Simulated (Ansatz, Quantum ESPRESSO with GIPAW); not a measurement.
# Assigning the 17O lines of YScO3

The values are calculated: DFT, PBEsol, plane-wave PAW (pslibrary 1.0.0 recipes), scalar-relativistic, GIPAW shieldings (Quantum ESPRESSO with GIPAW, a patched development version); field gradients by Ansatz. Shieldings are without the macroscopic shape term, which is common to all sites.

```
Y Sc O
1.0
     3.59059    0.00000    0.00000
    -1.79529    3.10954    0.00000
     0.00000    0.00000   12.44424
Y Sc O
2 2 6
Direct
  0.00000 0.00000 0.00000
  0.00000 0.00000 0.50000
  0.33333 0.66667 0.25000
  0.66667 0.33333 0.75000
  0.33333 0.66667 0.08261
  0.33333 0.66667 0.41739
  0.00000 0.00000 0.25000
  0.00000 0.00000 0.75000
  0.66667 0.33333 0.91739
  0.66667 0.33333 0.58261
```

The cell is a computed entry of the Materials Project; it need not be the form that is stable at ambient conditions. The coordinates shown are those after relaxation (atoms relaxed).

The O sites:

| site | atom no. | atoms in cell | site symmetry | surroundings | bonds (Å) |
| --- | --- | --- | --- | --- | --- |
| O(1) | 5 | 4 | 3m | bound to ScY3 | 2.08 to 2.31 |
| O(2) | 7 | 2 | -6m2 | bound to Sc3 | 2.073 |

The lines to be assigned:

| line | σ_iso (ppm) | relative area | span (ppm) | skew | \|C_Q\| (MHz) | η_Q |
| --- | --- | --- | --- | --- | --- | --- |
| A | -188.4 | 2 | 144.7 | 1.00 | 0.31 | 0.00 |
| B | -241.7 | 1 | 532.3 | -1.00 | 1.51 | 0.00 |

Simulated spectrum: 17O fast MAS, 16.4 T (94.7 MHz), central transition to second order, lines broadened by 1.5 ppm; the axis counts ppm from the isotropic position of the most shielded site, as −Δσ; rigid lattice, with dipolar and J couplings and satellite transitions left out.

offset (ppm), intensity and a bar:
```
     60.8       0.00 
     58.7       0.00 
     56.5       0.00 
     54.4       0.01 
     52.4       0.28 ########
     51.9       0.30 #########
     50.3       0.12 ####
     48.1       0.01 
     46.1       0.00 
     44.0       0.00 
     41.9       0.00 
     39.9       0.00 
     37.7       0.00 
     35.6       0.00 
     33.4       0.00 
     31.5       0.00 
     29.3       0.00 
     27.2       0.00 
     25.2       0.00 
     23.1       0.00 
     20.9       0.00 
     18.9       0.00 
     16.8       0.00 
     14.6       0.00 
     12.5       0.00 
     10.5       0.00 
      8.4       0.00 
      6.2       0.00 
      4.3       0.01 
      2.1       0.03 #
      0.0       1.00 ##############################
     -2.0       0.04 #
     -4.2       0.01 
     -6.3       0.00 
     -8.3       0.00
```

Most prominent maxima (ppm: height): 51.9: 0.30, 0.0: 1.00.

Assign each line to a crystallographic site.

By the calculation: A is O(1) (bound to ScY3); B is O(2) (bound to Sc3). The areas settle A and B, whose multiplicities are unique.

[Banner, clock, file and message-heading lines were taken out of the pw.x and gipaw.x logs.]

[Logs are printed without paths, hosts, clocks, repeated set-up lines and the standing remarks that a program may print on its own settings, such as how far it seeks lower states.]

[Hosts, paths, dates, database ids (printed as entryN), source tags and the programs' standing remarks are cut or masked in the printed files.]
